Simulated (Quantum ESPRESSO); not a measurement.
# Projected density of states of magnetic SrMn2As2

Aim: the densities of states of SrMn2As2 in the lowest state of several starts.

Program: Quantum ESPRESSO 7.5. Level of theory: PBEsol; plane waves with GBRV 1.5 PBEsol potentials, no spin-orbit coupling. Results are calculated unless marked as measured.

### Step 1. Starting point

Symmetry: P-3m1, No. 164, trigonal system. Conventional cell: a = 4.076 Å, b = 4.076 Å, c = 7.351 Å, α = 90.00°, β = 90.00°, γ = 120.00°. Nearest to Sr lie 6 As at 3.14 Å. Nearest to Mn lie 4 As at 2.43 to 2.48 Å. As has 4 Mn at 2.43 to 2.48 Å and 3 Sr at 3.14 Å nearest. Farther neighbours are not listed.

The cell comes from Materials Project 2023-11-01, a database of computed structures, and need not be the stable phase.

### Step 2. Ground-state run

This state came out lowest in a comparison of starts that is told elsewhere.

Input file pw.in:

```
&CONTROL
  calculation = 'scf'
  prefix = 'pwscf'
  outdir = './tmp'
  pseudo_dir = './pseudo'
  disk_io = 'low'
/
&SYSTEM
  ibrav = 0
  celldm(1) = 8
  nat = 5
  ntyp = 4
  ecutwfc = 40
  ecutrho = 280
  nbnd = 38
  occupations = 'smearing'
  smearing = 'fd'
  degauss = 0.00734986
  nspin = 2
  starting_magnetization(1) = 0
  starting_magnetization(2) = 0.2333
  starting_magnetization(3) = -0.2333
  starting_magnetization(4) = 0
/
&ELECTRONS
  conv_thr = 1d-08
  electron_maxstep = 150
  mixing_beta = 0.3
/
ATOMIC_SPECIES
Sr     87.6200 sr_pbesol_v1.uspp.F.UPF
Mn1    54.9380 mn_pbesol_v1.5.uspp.F.UPF
Mn2    54.9380 mn_pbesol_v1.5.uspp.F.UPF
As     74.9216 as_pbesol_v1.uspp.F.UPF
CELL_PARAMETERS alat
   0.9628886845732    0.0000000000000    0.0000000000000
  -0.4814443422984    0.8338860618582    0.0000000000000
   0.0000000000000    0.0000000000000    1.7365324055280
ATOMIC_POSITIONS crystal
Sr      0.0000000000    0.0000000000    0.0000000000
Mn1     0.6666666700    0.3333333300    0.3876830000
Mn2     0.3333333300    0.6666666700    0.6123170000
As      0.6666666700    0.3333333300    0.7179570000
As      0.3333333300    0.6666666700    0.2820430000
K_POINTS automatic
8 8 4 0 0 0
```

On the command line:

```
$ OMP_NUM_THREADS=1 mpirun -n 4 pw.x -nk 4 -in pw.in > pw.out
```

Log:

```text
Program PWSCF v.7.5 starts

     Message from routine setup:
     using ibrav=0 with symmetry is DISCOURAGED, use correct ibrav instead

     K-points division:     npool     =       4
     Subspace diagonalization in iterative solution of the eigenvalue problem:

     bravais-lattice index     =            0
     lattice parameter (alat)  =       8.0000  a.u.
     unit-cell volume          =     713.8972 (a.u.)^3
     number of atoms/cell      =            5
     number of atomic types    =            4
     number of electrons       =        50.00
     number of Kohn-Sham states=           38
     kinetic-energy cutoff     =      40.0000  Ry
     charge density cutoff     =     280.0000  Ry
     scf convergence threshold =      1.0E-08
     mixing beta               =       0.3000
     number of iterations used =            8  plain     mixing
     Exchange-correlation= SLA  PW   PSX  PSC
                           (   1   4  10   8   0   0   0)

     celldm(1)=   8.000000  celldm(2)=   0.000000  celldm(3)=   0.000000
     celldm(4)=   0.000000  celldm(5)=   0.000000  celldm(6)=   0.000000

     crystal axes: (cart. coord. in units of alat)
               a(1) = (   0.962889   0.000000   0.000000 )
               a(2) = (  -0.481444   0.833886   0.000000 )
               a(3) = (   0.000000   0.000000   1.736532 )

     reciprocal axes: (cart. coord. in units 2 pi/alat)
               b(1) = (  1.038542  0.599602 -0.000000 )
               b(2) = (  0.000000  1.199205  0.000000 )
               b(3) = (  0.000000 -0.000000  0.575860 )

     PseudoPot. # 1 for Sr read from file:
     sr_pbesol_v1.uspp.F.UPF
     Pseudo is Ultrasoft + core correction, Zval = 10.0

     PseudoPot. # 2 for Mn read from file:
     mn_pbesol_v1.5.uspp.F.UPF
     Pseudo is Ultrasoft + core correction, Zval = 15.0

     PseudoPot. # 3 for Mn read from file:
     mn_pbesol_v1.5.uspp.F.UPF
     Pseudo is Ultrasoft + core correction, Zval = 15.0

     PseudoPot. # 4 for As read from file:
     as_pbesol_v1.uspp.F.UPF
     Pseudo is Ultrasoft + core correction, Zval =  5.0

     atomic species   valence    mass     pseudopotential
     Sr               10.00    87.62000     Sr( 1.00)
     Mn1              15.00    54.93800     Mn( 1.00)
     Mn2              15.00    54.93800     Mn( 1.00)
     As                5.00    74.92160     As( 1.00)

     Starting magnetic structure
     atomic species   magnetization
     Sr              0.000
     Mn1             0.233
     Mn2            -0.233
     As              0.000

      6 Sym. Ops. (no inversion) found

   Cartesian axes

     site n.     atom                  positions (alat units)
         1        Sr     tau(   1) = (   0.0000000   0.0000000   0.0000000  )
         2        Mn1    tau(   2) = (   0.4814443   0.2779620   0.6732241  )
         3        Mn2    tau(   3) = (  -0.0000000   0.5559240   1.0633083  )
         4        As     tau(   4) = (   0.4814443   0.2779620   1.2467556  )
         5        As     tau(   5) = (  -0.0000000   0.5559240   0.4897768  )

     number of k points=    35  Fermi-Dirac smearing, width (Ry)=  0.0073
                       cart. coord. in units 2pi/alat
        k(    1) = (   0.0000000   0.0000000   0.0000000), wk =   0.0039062
        k(    2) = (   0.0000000   0.0000000   0.1439651), wk =   0.0078125
        k(    3) = (   0.0000000   0.0000000  -0.2879301), wk =   0.0039062
        k(    4) = (   0.0000000   0.1499006   0.0000000), wk =   0.0234375
        k(    5) = (   0.0000000   0.1499006   0.1439651), wk =   0.0234375
        [... 30 further k-points ...]

     Dense  grid:    56575 G-vectors     FFT dimensions: (  45,  45,  75)

     Smooth grid:    24427 G-vectors     FFT dimensions: (  32,  32,  60)

     Check: negative core charge=   -0.000020
     Generating pointlists ...
     new r_m :   0.3056 (alat units)  2.4450 (a.u.) for type    1
     new r_m :   0.2366 (alat units)  1.8927 (a.u.) for type    2
     new r_m :   0.2366 (alat units)  1.8927 (a.u.) for type    3
     new r_m :   0.2366 (alat units)  1.8927 (a.u.) for type    4

     Initial potential from superposition of free atoms

     starting charge      48.9686, renormalised to      50.0000

     negative rho (up, down):  3.237E-02 3.237E-02
     Starting wfcs are   47 randomized atomic wfcs

     Self-consistent Calculation

     iteration #  1     ecut=    40.00 Ry     beta= 0.30
     Davidson diagonalization with overlap
     ethr =  1.00E-02,  avg # of iterations =  2.7

     negative rho (up, down):  3.212E-02 3.212E-02

     total energy              =    -572.06865499 Ry
     estimated scf accuracy    <       1.40702999 Ry

     total magnetization       =     0.00 Bohr mag/cell
     absolute magnetization    =     6.94 Bohr mag/cell

     iteration #  2     ecut=    40.00 Ry     beta= 0.30
     Davidson diagonalization with overlap
     ethr =  2.81E-03,  avg # of iterations =  2.0

     negative rho (up, down):  3.211E-02 3.211E-02

     total energy              =    -572.19175478 Ry
     estimated scf accuracy    <       0.95640191 Ry

     total magnetization       =    -0.00 Bohr mag/cell
     absolute magnetization    =     6.47 Bohr mag/cell

     [... further iterations left out ...]

     iteration # 14     ecut=    40.00 Ry     beta= 0.30
     Davidson diagonalization with overlap
     ethr =  4.41E-10,  avg # of iterations =  1.3

     negative rho (up, down):  3.276E-02 3.276E-02

     total energy              =    -572.36975771 Ry
     estimated scf accuracy    <       0.00000001 Ry

     total magnetization       =    -0.00 Bohr mag/cell
     absolute magnetization    =     7.61 Bohr mag/cell

     iteration # 15     ecut=    40.00 Ry     beta= 0.30
     Davidson diagonalization with overlap
     ethr =  2.64E-11,  avg # of iterations =  3.7

     negative rho (up, down):  3.276E-02 3.276E-02

     Magnetic moment per site  (integrated on atomic sphere of radius R)
     atom   1 (R=0.306)  charge=  8.1388  magn= -0.0000
     atom   2 (R=0.237)  charge= 13.0723  magn=  3.2969
     atom   3 (R=0.237)  charge= 13.0723  magn= -3.2969
     atom   4 (R=0.237)  charge=  2.7233  magn=  0.0168
     atom   5 (R=0.237)  charge=  2.7233  magn= -0.0168

     End of self-consistent calculation

     [... lines left out ...]
     the Fermi energy is     9.7203 ev

!    total energy              =    -572.36975772 Ry
     estimated scf accuracy    <          2.1E-09 Ry
     smearing contrib. (-TS)   =      -0.00546023 Ry
     internal energy E=F+TS    =    -572.36429749 Ry

     The total energy is F=E-TS. E is the sum of the following terms:
     one-electron contribution =    -358.50002326 Ry
     hartree contribution      =     196.06637392 Ry
     xc contribution           =    -133.68747828 Ry
     ewald contribution        =    -276.24316987 Ry

     total magnetization       =     0.00 Bohr mag/cell
     absolute magnetization    =     7.61 Bohr mag/cell

     convergence has been achieved in  15 iterations

=------------------------------------------------------------------------------=
   JOB DONE.
=------------------------------------------------------------------------------=
```

Elapsed: 46 s, on 4 MPI ranks of Arm Neoverse V2, shared host; peak memory 0.71 GiB.

Spin moment in the atom's sphere by atom:

| atom | spin moment in the atom's sphere (μB) |
| --- | --- |
| Sr1 | 0.00 |
| Mn2 | 3.30 |
| Mn3 | -3.30 |
| As4 | 0.02 |
| As5 | -0.02 |

Numbers from this step:

```yaml
smearing_term_ts: 0.07429 eV
magnetization: 0 μB
absolute_magnetization: 7.606 μB
final_state: antiferromagnetic
```

### Step 3. Post-processing

Input file projwfc.in:

```
&PROJWFC
  prefix = 'pwscf'
  outdir = './tmp'
  filpdos = 'pdos'
  ngauss = 0
  degauss = 0.01
  DeltaE = 0.05
  Emin = 0.72
  Emax = 14.72
/
```

On the command line:

```
$ OMP_NUM_THREADS=1 mpirun -n 4 projwfc.x -nk 4 -in projwfc.in > projwfc.out
```

Log:

```text
[banner, memory and clock lines left out]
Program PROJWFC v.7.5 starts

     [... lines left out ...]
     IMPORTANT: XC functional enforced from input :
     Exchange-correlation= PBESOL
                           (   1   4  10   8   0   0   0)
     Any further DFT definition will be discarded
     Please, verify this is what you really want

     G-vector sticks info

     Check: negative core charge=   -0.000020

     negative rho (up, down):  3.276E-02 3.276E-02

     Gaussian broadening (read from input): ngauss,degauss=   0    0.010000

     Calling projwave ....

  Problem Sizes
  natomwfc =           47
  nbnd     =           38
  nkstot   =           70
  npwx     =         3088
  nkb      =           90

     Atomic states used for projection
     (read from pseudopotential files):

     state #   1: atom   1 (Sr ), wfc  1 (l=0 m= 1)
     state #   2: atom   1 (Sr ), wfc  2 (l=1 m= 1)
     state #   3: atom   1 (Sr ), wfc  2 (l=1 m= 2)
     state #   4: atom   1 (Sr ), wfc  2 (l=1 m= 3)
     state #   5: atom   1 (Sr ), wfc  3 (l=2 m= 1)
     state #   6: atom   1 (Sr ), wfc  3 (l=2 m= 2)
     state #   7: atom   1 (Sr ), wfc  3 (l=2 m= 3)
     state #   8: atom   1 (Sr ), wfc  3 (l=2 m= 4)
     state #   9: atom   1 (Sr ), wfc  3 (l=2 m= 5)
     state #  10: atom   1 (Sr ), wfc  4 (l=0 m= 1)
     state #  11: atom   1 (Sr ), wfc  5 (l=1 m= 1)
     state #  12: atom   1 (Sr ), wfc  5 (l=1 m= 2)
     state #  13: atom   1 (Sr ), wfc  5 (l=1 m= 3)
     state #  14: atom   2 (Mn1), wfc  1 (l=0 m= 1)
     state #  15: atom   2 (Mn1), wfc  2 (l=1 m= 1)
     state #  16: atom   2 (Mn1), wfc  2 (l=1 m= 2)
     state #  17: atom   2 (Mn1), wfc  2 (l=1 m= 3)
     state #  18: atom   2 (Mn1), wfc  3 (l=0 m= 1)
     state #  19: atom   2 (Mn1), wfc  4 (l=2 m= 1)
     state #  20: atom   2 (Mn1), wfc  4 (l=2 m= 2)
     state #  21: atom   2 (Mn1), wfc  4 (l=2 m= 3)
     state #  22: atom   2 (Mn1), wfc  4 (l=2 m= 4)
     state #  23: atom   2 (Mn1), wfc  4 (l=2 m= 5)
     state #  24: atom   2 (Mn1), wfc  5 (l=1 m= 1)
     state #  25: atom   2 (Mn1), wfc  5 (l=1 m= 2)
     state #  26: atom   2 (Mn1), wfc  5 (l=1 m= 3)
     state #  27: atom   3 (Mn2), wfc  1 (l=0 m= 1)
     state #  28: atom   3 (Mn2), wfc  2 (l=1 m= 1)
     state #  29: atom   3 (Mn2), wfc  2 (l=1 m= 2)
     state #  30: atom   3 (Mn2), wfc  2 (l=1 m= 3)
     state #  31: atom   3 (Mn2), wfc  3 (l=0 m= 1)
     state #  32: atom   3 (Mn2), wfc  4 (l=2 m= 1)
     state #  33: atom   3 (Mn2), wfc  4 (l=2 m= 2)
     state #  34: atom   3 (Mn2), wfc  4 (l=2 m= 3)
     state #  35: atom   3 (Mn2), wfc  4 (l=2 m= 4)
     state #  36: atom   3 (Mn2), wfc  4 (l=2 m= 5)
     state #  37: atom   3 (Mn2), wfc  5 (l=1 m= 1)
     state #  38: atom   3 (Mn2), wfc  5 (l=1 m= 2)
     state #  39: atom   3 (Mn2), wfc  5 (l=1 m= 3)
     state #  40: atom   4 (As ), wfc  1 (l=0 m= 1)
     state #  41: atom   4 (As ), wfc  2 (l=1 m= 1)
     state #  42: atom   4 (As ), wfc  2 (l=1 m= 2)
     state #  43: atom   4 (As ), wfc  2 (l=1 m= 3)
     state #  44: atom   5 (As ), wfc  1 (l=0 m= 1)
     state #  45: atom   5 (As ), wfc  2 (l=1 m= 1)
     state #  46: atom   5 (As ), wfc  2 (l=1 m= 2)
     state #  47: atom   5 (As ), wfc  2 (l=1 m= 3)

 [... projections of the bands left out ...]

Lowdin Charges:

     Atom #   1: total charge =  10.3099, s =  2.1556, p =  6.6703, d =  1.4839,
                 spin up      =   5.1549, s =  1.0778,
                 spin up      =   5.1549, p =  3.3352, pz=  1.1085, px=  1.1133, py=  1.1133,
                 spin up      =   5.1549, d =  0.7419, dz2=  0.1110, dxz=  0.1747, dyz=  0.1747, dx2-y2=  0.1408, dxy=  0.1408,
                 spin down    =   5.1549, s =  1.0778,
                 spin down    =   5.1549, p =  3.3352, pz=  1.1085, px=  1.1133, py=  1.1133,
                 spin down    =   5.1549, d =  0.7419, dz2=  0.1110, dxz=  0.1747, dyz=  0.1747, dx2-y2=  0.1408, dxy=  0.1408,
                 polarization =  -0.0000, s = -0.0000, p = -0.0000, d =  0.0000,
     Atom #   2: total charge =  15.2179, s =  2.3822, p =  7.2205, d =  5.6152,
                 spin up      =   9.5052, s =  1.2251,
                 spin up      =   9.5052, p =  3.6867, pz=  1.2284, px=  1.2292, py=  1.2292,
                 spin up      =   9.5052, d =  4.5934, dz2=  0.9209, dxz=  0.9005, dyz=  0.9005, dx2-y2=  0.9358, dxy=  0.9358,
                 spin down    =   5.7127, s =  1.1571,
                 spin down    =   5.7127, p =  3.5338, pz=  1.1906, px=  1.1716, py=  1.1716,
                 spin down    =   5.7127, d =  1.0217, dz2=  0.2572, dxz=  0.2367, dyz=  0.2367, dx2-y2=  0.1456, dxy=  0.1456,
                 polarization =   3.7925, s =  0.0679, p =  0.1529, d =  3.5717,
     Atom #   3: total charge =  15.2179, s =  2.3822, p =  7.2205, d =  5.6152,
                 spin up      =   5.7127, s =  1.1571,
                 spin up      =   5.7127, p =  3.5338, pz=  1.1906, px=  1.1716, py=  1.1716,
                 spin up      =   5.7127, d =  1.0218, dz2=  0.2572, dxz=  0.2367, dyz=  0.2367, dx2-y2=  0.1456, dxy=  0.1456,
                 spin down    =   9.5052, s =  1.2251,
                 spin down    =   9.5052, p =  3.6867, pz=  1.2284, px=  1.2292, py=  1.2292,
                 spin down    =   9.5052, d =  4.5934, dz2=  0.9209, dxz=  0.9005, dyz=  0.9005, dx2-y2=  0.9358, dxy=  0.9358,
                 polarization =  -3.7925, s = -0.0679, p = -0.1529, d = -3.5717,
     Atom #   4: total charge =   4.5891, s =  1.2232, p =  3.3658, d =  0.0000,
                 spin up      =   2.3262, s =  0.6129,
                 spin up      =   2.3262, p =  1.7132, pz=  0.5403, px=  0.5865, py=  0.5865,
                 spin up      =   2.3262, d =  0.0000, dz2=  0.0000, dxz=  0.0000, dyz=  0.0000, dx2-y2=  0.0000, dxy=  0.0000,
                 spin down    =   2.2629, s =  0.6103,
                 spin down    =   2.2629, p =  1.6526, pz=  0.5917, px=  0.5304, py=  0.5304,
                 spin down    =   2.2629, d =  0.0000, dz2=  0.0000, dxz=  0.0000, dyz=  0.0000, dx2-y2=  0.0000, dxy=  0.0000,
                 polarization =   0.0633, s =  0.0026, p =  0.0607, d =  0.0000,
     Atom #   5: total charge =   4.5891, s =  1.2232, p =  3.3658, d =  0.0000,
                 spin up      =   2.2629, s =  0.6103,
                 spin up      =   2.2629, p =  1.6526, pz=  0.5917, px=  0.5304, py=  0.5304,
                 spin up      =   2.2629, d =  0.0000, dz2=  0.0000, dxz=  0.0000, dyz=  0.0000, dx2-y2=  0.0000, dxy=  0.0000,
                 spin down    =   2.3262, s =  0.6129,
                 spin down    =   2.3262, p =  1.7133, pz=  0.5403, px=  0.5865, py=  0.5865,
                 spin down    =   2.3262, d =  0.0000, dz2=  0.0000, dxz=  0.0000, dyz=  0.0000, dx2-y2=  0.0000, dxy=  0.0000,
                 polarization =  -0.0633, s = -0.0026, p = -0.0607, d =  0.0000,
     Spilling Parameter:   0.0015
```

Run time: 2.3 s. Hardware: 4 MPI ranks; peak memory 0.36 GiB; 9.3 s of CPU time.

The density of states has structure finer than the step of the table below, so its rows give means over 0.5 eV, whole bins alone (the curve runs from -9.00 to 5.05 eV). Peaks (eV: height): up -3.55: 4.77, -2.95: 3.73, -2.00: 4.25, 1.05: 4.52; down -3.55: 4.77, -2.95: 3.73, -2.00: 4.25, 1.05: 4.52; Sr1 p up -4.60: 0.123, -3.55: 0.0719, 3.65: 0.154, 4.80: 0.098; Sr1 p down -4.60: 0.123, -3.55: 0.0719, 3.65: 0.154, 4.80: 0.098; Mn2 d up = Mn3 d down -3.55: 2.23, -2.95: 1.77, -2.05: 2.1, -1.15: 1.34.

Gaussian broadening of 0.136 eV on the SCF mesh. Table of density of states by energy, zero at the Fermi level; means over each step; 7 of 8 lines; values in states/eV/cell:

| energy (eV) | up | down | Sr1 p up | Sr1 p down | Mn2 d up = Mn3 d down | Mn2 d down = Mn3 d up | As4 p up |
| --- | --- | --- | --- | --- | --- | --- | --- |
| -6.0 | 0 | 0 | 0 | 0 | 0 | 0 | 0 |
| -5.5 | 0.0135 | 0.0135 | 1.1e-4 | 1.1e-4 | 0.00116 | 4.2e-4 | 0.00181 |
| -5.0 | 1.20 | 1.20 | 0.0254 | 0.0254 | 0.136 | 0.0389 | 0.168 |
| -4.5 | 2.43 | 2.43 | 0.0867 | 0.0867 | 0.464 | 0.0752 | 0.485 |
| -4.0 | 1.19 | 1.19 | 0.0158 | 0.0158 | 0.486 | 0.0426 | 0.144 |
| -3.5 | 3.64 | 3.64 | 0.0521 | 0.0521 | 1.68 | 0.135 | 0.672 |
| -3.0 | 3.37 | 3.37 | 0.0467 | 0.0467 | 1.53 | 0.205 | 0.746 |
| -2.5 | 1.62 | 1.62 | 0.0232 | 0.0232 | 1.02 | 0.0695 | 0.172 |
| -2.0 | 3.48 | 3.48 | 0.0317 | 0.0318 | 1.77 | 0.414 | 0.670 |
| -1.5 | 1.70 | 1.70 | 0.0251 | 0.0251 | 0.800 | 0.195 | 0.153 |
| -1.0 | 2.26 | 2.26 | 0.0225 | 0.0225 | 0.919 | 0.427 | 0.109 |
| -0.5 | 0.672 | 0.672 | 0.00363 | 0.00363 | 0.210 | 0.187 | 0.0178 |
| 0.0 | 1.14 | 1.14 | 0.0141 | 0.0141 | 0.133 | 0.587 | 0.0107 |
| 0.5 | 1.90 | 1.90 | 0.0255 | 0.0255 | 0.0942 | 1.29 | 0.0281 |
| 1.0 | 3.57 | 3.57 | 0.0243 | 0.0243 | 0.181 | 2.44 | 0.0677 |
| 1.5 | 1.59 | 1.59 | 0.0124 | 0.0124 | 0.0647 | 0.998 | 0.0578 |
| 2.0 | 1.87 | 1.87 | 0.0178 | 0.0178 | 0.0863 | 1.07 | 0.163 |
| 2.5 | 1.05 | 1.05 | 0.0180 | 0.0180 | 0.0301 | 0.379 | 0.110 |
| 3.0 | 1.39 | 1.39 | 0.0488 | 0.0488 | 0.0405 | 0.255 | 0.0923 |
| 3.5 | 1.56 | 1.56 | 0.103 | 0.103 | 0.0365 | 0.221 | 0.100 |
| 4.0 | 1.60 | 1.60 | 0.0708 | 0.0708 | 0.0244 | 0.121 | 0.0882 |
| 4.5 | 2.16 | 2.16 | 0.0511 | 0.0511 | 0.0242 | 0.137 | 0.0798 |

### Step 4. What came out

| Property | Result |
| --- | --- |
| state | antiferromagnetic |
| largest moment in a sphere | 3.30 μB |

What this shows: The most distinct maxima of the density of states (up) lie at -4.65, -3.55, -2.95, -2.00 and 1.05 eV, the highest at -3.55 eV. These are Kohn–Sham states without spin–orbit coupling, on the mesh of the self-consistent run. The moments are opposed on like sites, so the totals of the two spins are equal and the projections on single atoms show the splitting. Energies are free energies at an electronic temperature of 1160 K, which lowers moments and differences where the moments are itinerant.

[Logs and program files are shortened in this print: banners, set-up blocks, solver, clock and traceback lines can be left out without a mark of their own.]

[Logs are printed without paths, hosts, clocks, repeated set-up lines and the standing remarks that a program may print on its own settings, such as how far it seeks lower states.]

[Hosts, paths, dates, database ids (printed as entryN), source tags and the programs' standing remarks are cut or masked in the printed files.]

[Where a cell is said to come from a database of computed structures, the database is the Materials Project.]
